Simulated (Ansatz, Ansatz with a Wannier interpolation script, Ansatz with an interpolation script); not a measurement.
An input for Ansatz 0.2.0 (La2O3 (P-3m1)):

```yaml
crystal:
  lattice:
    - [3.9307778796, 0.0, 0.0]
    - [-1.9653889398, 3.4041535004, 0.0]
    - [0.0, 0.0, 6.11195352]
  atoms:
    - { symbol: La, position: [0.6666666667, 0.3333333333, 0.7521258826] }
    - { symbol: La, position: [0.3333333333, 0.6666666667, 0.2478741174] }
    - { symbol: O, position: [0.6666666667, 0.3333333333, 0.3553917088] }
    - { symbol: O, position: [0.3333333333, 0.6666666667, 0.6446082912] }
    - { symbol: O, position: [0.0, 0.0, 0.0] }
kpoints:
  mp_grid: { grid: [6, 6, 4] }
hamiltonian:
  xc: lda
scf:
  occupations: { method: fixed }
gw:
  n_empty_bands: 375
  ecut_chi: 160.0
  qp_bands: [v9, c18]
  screening: { model: contour_deformation }
```

```sh
ansatz run input.yaml --threads 16 --pin off --max-ram 64512MiB --backend cuda --events-out ev --progress --plain --runs-dir out --devices 1 --max-vram 78GiB
```

**Question.** How long will it take on 1 × NVIDIA GB200 (shared by 2 runs) with 16 threads of Arm Neoverse V2, shared host, and how much memory?

It took 31 s; on shared hardware allow 15 s to 62 s. Peak host memory was 1.8 GiB. The sizes that set the cost: 1641 plane waves a state, 24 irreducible k points, 395 bands summed, 391 plane waves in the screening and 8 SCF cycles.

The screening grows as filled bands × empty bands × pairs of k points, times the square of the screening basis for the matrix.

[Paths, hosts, dates, memory and timing lines, banners, echoed tables and standing remarks are left out of the program output.]

[Logs are printed without paths, hosts, clocks, repeated set-up lines and the standing remarks that a program may print on its own settings, such as how far it seeks lower states.]

[Runs of the session that timed out or met a known fault of the program may be left out.]

[Hosts, paths, dates, database ids (printed as entryN), source tags and the programs' standing remarks are cut or masked in the printed files.]
